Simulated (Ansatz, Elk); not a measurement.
## How far do independent atoms describe MoPS?

The structure of MoPS used here is made up (a known structure type with other elements) and was relaxed beforehand with r2SCAN. The aim is the Fourier transform of its all-electron density, F(hkl), set beside the sum over free spherical atoms that refinements use.

Method: DFT, PBE, all-electron APW+lo, Dirac cores, scalar-relativistic bands, static density, no spin, in Elk 11.2.3 (patched build).

The structure was built from a prototype and need not be the compound's stable phase.

**1. Starting point**

Symmetry: Immm, No. 71, orthorhombic system. The conventional cell has a = 3.327 Å, b = 4.660 Å, c = 11.744 Å, α = 90.00°, β = 90.00°, γ = 90.00°. Nearest to Mo lie 4 P at 2.51 Å and 4 S at 2.55 to 2.57 Å. Nearest to S lie 4 Mo at 2.55 to 2.57 Å. Nearest to P lie 2 P at 2.23 to 2.43 Å and 4 Mo at 2.51 Å. Farther neighbours and most contacts between anions are not listed.

As a file:

```cif
data_structure
_symmetry_space_group_name_H-M 'Immm'
_symmetry_Int_Tables_number 71
_cell_length_a 3.3268
_cell_length_b 4.6596
_cell_length_c 11.7443
_cell_angle_alpha 90.000
_cell_angle_beta 90.000
_cell_angle_gamma 90.000
_cell_volume 182.05
loop_
_atom_site_label
_atom_site_type_symbol
_atom_site_symmetry_multiplicity
_atom_site_Wyckoff_symbol
_atom_site_fract_x
_atom_site_fract_y
_atom_site_fract_z
_atom_site_occupancy
Mo1 Mo 4 j 0.50000 0.00000 0.62160 1
S1 S 4 i 0.50000 0.50000 0.71430 1
P1 P 4 h 0.50000 0.76080 0.00000 1
```

**2. Ground state and structure factors**

An all-electron density is needed, since X-rays see the cores too. Task 0 finds the density and task 195 Fourier-transforms it; tshift is off so that phases refer to the origin typed.

Input file elk.in:

```
tasks
  0
  195

xctype
  20

spinpol
  .false.

rgkmax
  7.0

gmaxvr
  14.0

lmaxo
  7

lmaxapw
  8

swidth
  0.002

tshift
  .false.

ramdisk
  .false.

hmaxvr
  5.5

maxscl
  120

epspot
  1e-06

sppath
  './'

avec
  -3.14333081542 4.40264835726 11.09673882038
  3.14333081542 -4.40264835726 11.09673882038
  3.14333081542 4.40264835726 -11.09673882038

atoms
  3
  'Mo.in'
  2
  0.6216011351 0.1216011351 0.5000000000   0.000000 0.000000 0.000000
  0.3783988649 0.8783988649 0.5000000000   0.000000 0.000000 0.000000
  'S.in'
  2
  0.2142991260 0.2142991260 0.0000000000   0.000000 0.000000 0.000000
  0.7857008740 0.7857008740 0.0000000000   0.000000 0.000000 0.000000
  'P.in'
  2
  0.7608016952 0.5000000000 0.2608016952   0.000000 0.000000 0.000000
  0.2391983048 0.5000000000 0.7391983048   0.000000 0.000000 0.000000

ngridk
  8 8 8
```

Command:

```bash
$ OMP_NUM_THREADS=4 elk
```

Numbers of over 12 decimals in the logs are rounded to 6 here.

What it wrote:

```text
┌─────────────────────────┐
│ Elk code version 11.2.3 │
└─────────────────────────┘

All units are atomic (Hartree, Bohr, etc.)

┌─────────────────────────────────────────────────┐
│ Ground-state run starting from atomic densities │
└─────────────────────────────────────────────────┘

Lattice vectors :
  -3.143330815       4.402648357       11.09673882
   3.143330815      -4.402648357       11.09673882
   3.143330815       4.402648357      -11.09673882

Reciprocal lattice vectors :
 -0.2881107254E-16  0.7135688337      0.2831095428
  0.9994470318      0.3017647465E-16  0.2831095428
  0.9994470318      0.7135688337      0.6948952159E-17

Unit cell volume      :    614.2701975
Brillouin zone volume :   0.4038128733

Muffin-tin inner radius fraction :   0.1000000000E-01

Nuclei treated as point charges

Species : 1 (Mo)
 parameters loaded from : Mo.in
 name : molybdenum
 nuclear charge    :   -42.00000000
 electronic charge :    42.00000000
 atomic mass :    174887.9214
 muffin-tin radius :    2.578794097
 number of radial points in muffin-tin :   1193
 inner part over the whole radius :   0.9921232762E-02
 number on inner part of muffin-tin    :    848
 approximate nuclear radius :   0.8334154960E-04
 number of mesh points to nuclear radius :    420
 atomic positions (lattice), magnetic fields (Cartesian) :
  1 :  -0.37839886  0.12160114  0.50000000    0.00000000  0.00000000  0.00000000
  2 :   0.37839886 -0.12160114  0.50000000    0.00000000  0.00000000  0.00000000

Species : 2 (S)
 parameters loaded from : S.in
 name : sulphur
 nuclear charge    :   -16.00000000
 electronic charge :    16.00000000
 atomic mass :    58450.91931
 muffin-tin radius :    2.182056544
 number of radial points in muffin-tin :    793
 inner part over the whole radius :   0.9915029515E-02
 number on inner part of muffin-tin    :    554
 approximate nuclear radius :   0.6195814986E-04
 number of mesh points to nuclear radius :    251
 atomic positions (lattice), magnetic fields (Cartesian) :
  1 :   0.21429913  0.21429913  0.00000000    0.00000000  0.00000000  0.00000000
  2 :  -0.21429913 -0.21429913  0.00000000    0.00000000  0.00000000  0.00000000

Species : 3 (P)
 parameters loaded from : P.in
 name : phosphorus
 nuclear charge    :   -15.00000000
 electronic charge :    15.00000000
 atomic mass :    56461.71230
 muffin-tin radius :    2.081212047
 number of radial points in muffin-tin :    793
 inner part over the whole radius :   0.9962866461E-02
 number on inner part of muffin-tin    :    553
 approximate nuclear radius :   0.6081821256E-04
 number of mesh points to nuclear radius :    249
 atomic positions (lattice), magnetic fields (Cartesian) :
  1 :  -0.23919830  0.50000000  0.26080170    0.00000000  0.00000000  0.00000000
  2 :   0.23919830  0.50000000 -0.26080170    0.00000000  0.00000000  0.00000000

Total number of atoms per unit cell :    6
Total muffin-tin volume :    306.2313527
 ratio of muffin-tin to unit cell volume :   0.4985287482

Spin treatment :
 spin-unpolarised

Number of Bravais lattice symmetries :    8
Number of crystal symmetries         :    8
Crystal has inversion symmetry
Real symmetric eigensolver will be used

k-point grid :      8     8     8
k-point offset :    0.000000000       0.000000000       0.000000000
k-point set is reduced with full crystal symmetry group
Total number of k-points :       95

Muffin-tin radius times maximum |G+k| :    7.000000000
 using average radius
Maximum |G+k| for APW functions       :    3.069249868
Maximum (1/2)|G+k|²                   :    4.710147375
Maximum |G| for potential and density :    14.00000000
Constant for pseudocharge density :    9
 order of it for each species :   16  16  16
 order of it for pair densities of each species (exact exchange by exxq0 0: 17) :   13   8   7
Radial integration step length :    1

G-vector grid sizes :     56    56    56
Number of G-vectors :    28401

Maximum angular momentum used for
 APW functions            :    8
 outer part of muffin-tin :    7
[...]
exchange                    :     -338.19132234978
 correlation                 :     -6.920817
 electron entropic           :    -0.13879251713909E-02
 total energy                :     -9583.8303470022

Density of states at Fermi energy :    105.2524065
 (states/Hartree/unit cell)

Estimated indirect band gap :   0.7344792228E-03
 from k-point 9 to k-point 83
Estimated direct band gap   :   0.1165441219E-02
 at k-point 83

Charges :
 core                        :    96.00000000
 valence                     :    50.00000000
 interstitial                :    10.05829215
 muffin-tins (core leakage)
  species : 1 (Mo)
[...]
species : 2 (S)
[...]
species : 3 (P)
[...]
total in muffin-tins        :    135.9417079
 total calculated charge     :    145.9993050
 total charge                :    146.0000000
 error                       :   0.6949883148E-03

RMS change in Kohn-Sham potential (target) :   0.4180464111     (  0.1000000000E-05)
Absolute change in total energy (target)   :   0.4057398957     (  0.1000000000E-03)

[... loops 3 to 16 left out ...]

┌──────────────────┐
│ Loop number : 17 │
└──────────────────┘

Energies :
 Fermi                       :     0.384504
 sum of occupied eigenvalues :     -5631.2490760772
 electron kinetic            :      9885.4196357109
 core electron kinetic       :      9648.5562856533
 Coulomb                     :     -19121.580214879
 Coulomb potential           :     -15067.113012911
 nuclear-nuclear             :     -1199.3886880315
 electron-nuclear            :     -20806.670285164
 Hartree                     :      2884.4787583167
 Madelung                    :     -11588.023708424
 xc potential                :     -449.55569887758
 exchange                    :     -338.75809192896
 correlation                 :     -6.930828
 electron entropic           :    -0.15561343162013E-02
 total energy                :     -9581.8510556203

Density of states at Fermi energy :    124.2991049
 (states/Hartree/unit cell)

Estimated indirect band gap :   0.4466877754E-03
 from k-point 39 to k-point 21
Estimated direct band gap   :   0.6492674405E-02
 at k-point 7

Charges :
 core                        :    96.00000000
 valence                     :    50.00000000
 interstitial                :    9.586549641
 muffin-tins (core leakage)
  species : 1 (Mo)
[...]
species : 2 (S)
[...]
species : 3 (P)
[...]
total in muffin-tins        :    136.4134504
 total calculated charge     :    145.9994445
 total charge                :    146.0000000
 error                       :   0.5555340946E-03

RMS change in Kohn-Sham potential (target) :   0.1749902689E-06 (  0.1000000000E-05)
Absolute change in total energy (target)   :   0.3034378642E-04 (  0.1000000000E-03)

Convergence targets achieved

┌──────────────────┐
│ Loop number : 18 │
└──────────────────┘

Energies :
 Fermi                       :     0.384504
 sum of occupied eigenvalues :     -5631.2490717648
 electron kinetic            :      9885.4196396393
 core electron kinetic       :      9648.5562882729
 Coulomb                     :     -19121.580215505
 Coulomb potential           :     -15067.113015903
 nuclear-nuclear             :     -1199.3886880315
 electron-nuclear            :     -20806.670283394
 Hartree                     :      2884.4787559206
 Madelung                    :     -11588.023707553
 xc potential                :     -449.55569550128
 exchange                    :     -338.75809200996
 correlation                 :     -6.930828
 electron entropic           :    -0.15561343069946E-02
 total energy                :     -9581.8510523900

Density of states at Fermi energy :    124.2991057
 (states/Hartree/unit cell)

Estimated indirect band gap :   0.4466861810E-03
 from k-point 39 to k-point 21
Estimated direct band gap   :   0.6492669512E-02
 at k-point 7

Charges :
 core                        :    96.00000000
 valence                     :    50.00000000
 interstitial                :    9.586549494
 muffin-tins (core leakage)
  species : 1 (Mo)
[...]
species : 2 (S)
[...]
atom 2                    :    14.49990075     (  0.7879934960E-04)
  species : 3 (P)
   atom 1                    :    13.10268481     (  0.6280756078E-03)
   atom 2                    :    13.10268481     (  0.6280756078E-03)
 total in muffin-tins        :    136.4134505
 total calculated charge     :    145.9994445
 total charge                :    146.0000000
 error                       :   0.5555339888E-03

┌──────────────────────────────┐
│ Self-consistent loop stopped │
└──────────────────────────────┘

Warning : core states of species 3 leak from the muffin-tin :   0.6280756078E-03

Wrote STATE.OUT
```

It took 88 s on 4 threads of Arm Neoverse V1, shared host; peak memory 0.21 GiB; 5 min of CPU time.

SFACRHO.OUT:

```text

h k l indices transformed by vhmat matrix:
   1.000000000       0.000000000       0.000000000    
   0.000000000       1.000000000       0.000000000    
   0.000000000       0.000000000       1.000000000    

      h      k      l  multipl.   |H|            Re(F)            Im(F)           |F|

      0      0      0      1   0.0000000       146.00000     -0.33209441E-16   146.00000    
      1      1     -1      2  0.56621909       4.2436015     -0.19062393E-13   4.2436015    
     -1      0      0      4  0.76767929      -46.821232      -0.0000000       46.821232    
     -1      0      1      4   1.0387711       33.644813      0.32708508E-14   33.644813    
      1      2     -2      4   1.1092969       32.189368      0.85247115E-14   32.189368    
      2      2     -2      2   1.1324382      -31.513802     -0.70324809E-14   31.513802    
      0      0     -1      4   1.2280370      -45.789718      0.38361202E-13   45.789718    
      2      1     -2      4   1.3115843      -78.626706      0.79759249E-13   78.626706    
     -2      0      1      8   1.3522865      -24.210669     -0.21311779E-14   24.210669    
     -1      1     -1      2   1.4271377       65.961935     -0.11987875E-13   65.961935    
      0     -2      2      4   1.5353586      -35.401219     -0.17049423E-13   35.401219    
      2      3     -3      4   1.5852305       68.010826     -0.76722403E-13   68.010826    
     -3     -1      2      8   1.6704763       71.638108      0.63935336E-13   71.638108    
      3      3     -3      2   1.6986573       6.3018653     -0.57466892E-13   6.3018653    
     -3     -2      3      4   1.7328213      -47.377117     -0.98383339E-13   47.377117    
     -1      2     -1      8   1.7651536       65.247090      0.29969689E-13   65.247090    
     -1     -3      3      4   1.8218502      -64.296652     -0.32766860E-13   64.296652    
     -2     -1      0      8   1.9382919      -32.054770      0.15184642E-13   32.054770
```

Elk indexes on the primitive cell of elk.in and gives |H| = 4π sin θ/λ in inverse bohr. Below, one row stands for each form hkl of the conventional cell (m members, Friedel mates merged), F is for one primitive cell and the density is static (no thermal factor). Free-atom factors are Waasmaier and Kirfel's, and R is Σm||F|−|F'||/Σm|F|.

```
hkl  m  sin θ/λ (Å⁻¹)  abs F, DFT  neutral atoms   diff.
002  2          0.085       4.244          4.176  +0.067
011  4          0.115      46.821         46.814  +0.007
101  4          0.156      33.645         33.923  -0.278
013  4          0.167      32.189         32.639  -0.450
004  2          0.170      31.514         32.224  -0.710
110  4          0.185      45.790         46.355  -0.565
103  4          0.197      78.627         78.737  -0.110
112  8          0.203      24.211         24.068  +0.143
020  2          0.215      65.962         66.496  -0.534
022  4          0.231      35.401         35.121  +0.281
015  4          0.238      68.011         68.278  -0.268
114  8          0.251      71.638         72.136  -0.498
006  2          0.255       6.302          6.333  -0.031
105  4          0.261      47.377         47.822  -0.445
121  8          0.265      65.247         65.557  -0.310
024  4          0.274      64.297         64.864  -0.568
123  8          0.291      32.055         32.193  -0.138
200  2          0.301      91.596         92.017  -0.421
```

**3. The highest occupied states alone**

An energy window below the Fermi level keeps the highest occupied states, to see at which angles they scatter; shallow core shells can lie inside it and anion s states outside. No new self-consistency is needed.

Edit elk.in of step 2 so:

```diff
@@ -1,3 +1,2 @@
 tasks
-  0
   195
@@ -40,2 +39,5 @@
 
+wsfac
+  -0.056490 0.684500
+
 sppath
```

Command:

```bash
$ OMP_NUM_THREADS=4 elk
```

What it wrote:

```text
┌─────────────────────────────────┐
│ Elk code version 11.2.3 started │
└─────────────────────────────────┘

Info(readinput): the functional depends on the density's gradient
 muffin-tin radial points multiplied by    2.00000
 (not where nrmtscf is given)

┌────────────────────┐
│ Current task : 195 │
└────────────────────┘
Info(checkmt): changed muffin-tin radius of species 1 (Mo) from   2.6000 to   2.5788
Info(checkmt): changed muffin-tin radius of species 2 (S) from   2.2000 to   2.1821
Info(checkmt): changed muffin-tin radius of species 3 (P) from   2.2000 to   2.0812

Info(sfacrho): density structure factors written to SFACRHO.OUT

 Energy window :  -0.5649000000E-01  0.6845000000

┌──────────────────┐
│ Elk code stopped │
└──────────────────┘
```

The job ended after 14 s (4 threads; peak memory 0.17 GiB).

States within 12 eV below the Fermi level hold 27.75 electrons; any levels below the window count with the cores, and a count that is not whole means the window cuts a band. Their amplitudes can exceed the total, where window and core parts have opposite phase:

```
hkl  sin θ/λ (Å⁻¹)  abs F, window  abs F, all
002          0.085          0.438       4.244
011          0.115          3.230      46.821
101          0.156          1.127      33.645
013          0.167          0.493      32.189
004          0.170          0.739      31.514
110          0.185          0.528      45.790
103          0.197          4.674      78.627
112          0.203          2.163      24.211
020          0.215          2.164      65.962
022          0.231          2.459      35.401
```

**4. Another functional**

The difference from free atoms is small, so it is set against the change that PBEsol makes.

Edit elk.in of step 3 so:

```diff
@@ -1,2 +1,3 @@
 tasks
+  0
   195
@@ -4,3 +5,3 @@
 xctype
-  20
+  22
 
@@ -39,5 +40,2 @@
 
-wsfac
-  -0.056490 0.684500
-
 sppath
```

Command:

```bash
$ OMP_NUM_THREADS=4 elk
```

What it wrote:

```text
┌─────────────────────────┐
│ Elk code version 11.2.3 │
└─────────────────────────┘

All units are atomic (Hartree, Bohr, etc.)

┌─────────────────────────────────────────────────┐
│ Ground-state run starting from atomic densities │
└─────────────────────────────────────────────────┘

Lattice vectors :
  -3.143330815       4.402648357       11.09673882
   3.143330815      -4.402648357       11.09673882
   3.143330815       4.402648357      -11.09673882

Reciprocal lattice vectors :
 -0.2881107254E-16  0.7135688337      0.2831095428
[...]
species : 1 (Mo)
[...]
species : 2 (S)
[...]
species : 3 (P)
   atom 1                    :    13.09066946     (  0.6342170049E-03)
   atom 2                    :    13.09066946     (  0.6342170049E-03)
 total in muffin-tins        :    136.3616175
 total calculated charge     :    145.9994070
 total charge                :    146.0000000
 error                       :   0.5930441283E-03

┌──────────────────────────────┐
│ Self-consistent loop stopped │
└──────────────────────────────┘

Warning : core states of species 3 leak from the muffin-tin :   0.6342170049E-03

Wrote STATE.OUT
[key lines of the parts left out:]
total energy                :     -9575.1610431888
```

Elapsed: 79 s, on 4 threads; peak memory 0.21 GiB.

Against the first run R = 0.03 %; the largest change is -0.047 at 103.

**5. Basis size**

The basis and the expansions that go with it are enlarged, to see whether the differences are converged.

Edit elk.in of step 4 so:

```diff
@@ -5,3 +5,3 @@
 xctype
-  22
+  20
 
@@ -11,12 +11,12 @@
 rgkmax
-  7.0
+  8.5
 
 gmaxvr
-  14.0
+  18.0
 
 lmaxo
-  7
+  9
 
 lmaxapw
-  8
+  10
```

Command:

```bash
$ OMP_NUM_THREADS=4 elk
```

What it wrote:

```text
┌─────────────────────────┐
│ Elk code version 11.2.3 │
└─────────────────────────┘

All units are atomic (Hartree, Bohr, etc.)

┌─────────────────────────────────────────────────┐
│ Ground-state run starting from atomic densities │
└─────────────────────────────────────────────────┘

Lattice vectors :
  -3.143330815       4.402648357       11.09673882
   3.143330815      -4.402648357       11.09673882
   3.143330815       4.402648357      -11.09673882

Reciprocal lattice vectors :
 -0.2881107254E-16  0.7135688337      0.2831095428
[...]
species : 1 (Mo)
[...]
species : 2 (S)
[...]
species : 3 (P)
   atom 1                    :    13.10464793     (  0.6282405670E-03)
   atom 2                    :    13.10464793     (  0.6282405670E-03)
 total in muffin-tins        :    136.4313949
 total calculated charge     :    145.9986643
 total charge                :    146.0000000
 error                       :   0.1335691086E-02

┌──────────────────────────────┐
│ Self-consistent loop stopped │
└──────────────────────────────┘

Warning : core states of species 3 leak from the muffin-tin :   0.6282405670E-03

Wrote STATE.OUT
[key lines of the parts left out:]
total energy                :     -9581.8553585230
```

The job ended after 3.8 min (4 threads; peak memory 0.42 GiB; 13 min of CPU time).

Against the first run R = 0.01 %; the largest change is +0.008 at 330.

**6. Settings against the effect**

```
                              run  R against the first run (%)  R against neutral atoms, low angle (%)  wall time
                    PBE, rgkmax 7                         0.00                                    0.65       88 s
                           PBEsol                         0.03                                    0.66       79 s
rgkmax 8.5 with larger expansions                         0.01                                    0.65    3.8 min
```

**7. Summary of results**

```
R against neutral atoms, sin θ/λ < 0.3 Å⁻¹ : 0.65 %
R against neutral atoms, 0.3 to 0.65 Å⁻¹   : 0.35 %
```

In words: Independent neutral atoms miss the calculated amplitudes by R = 0.65 % below 0.3 Å⁻¹ and 0.35 % from there to 0.65 Å⁻¹; by shells, 0.08 % below 0.15 Å⁻¹ (2 forms), 0.68 % 0.15 to 0.3 (15 forms), 0.63 % 0.3 to 0.45 (35 forms), 0.24 % above 0.45 (97 forms). Bonding, aspherical density and the tables' own atoms all enter these figures, and the runs don't part them. The largest change of an amplitude is -0.71 electrons, at 004. Weak lines can change much in proportion: 107 goes from 1.46 to 1.21. The window's part falls from 27.8 electrons at the origin to at most 0.27 between 0.45 and 0.65 Å⁻¹. Below 0.3 Å⁻¹ the changes that finished (PBEsol and rgkmax 8.5 with larger expansions) move F by R = 0.04 % at most, against the 0.65 % that separates it from free atoms. The k-mesh has no finished test. These runs have no spin, though d or f shells may be open. Part of the difference isn't bonding: the tables are fits to free atoms and ions calculated by other methods than this functional. Thermal motion, anomalous dispersion and extinction are left out.

[Logs are printed without paths, hosts, clocks, repeated set-up lines and the standing remarks that a program may print on its own settings, such as how far it seeks lower states.]

[Hosts, paths, dates, database ids (printed as entryN), source tags and the programs' standing remarks are cut or masked in the printed files.]
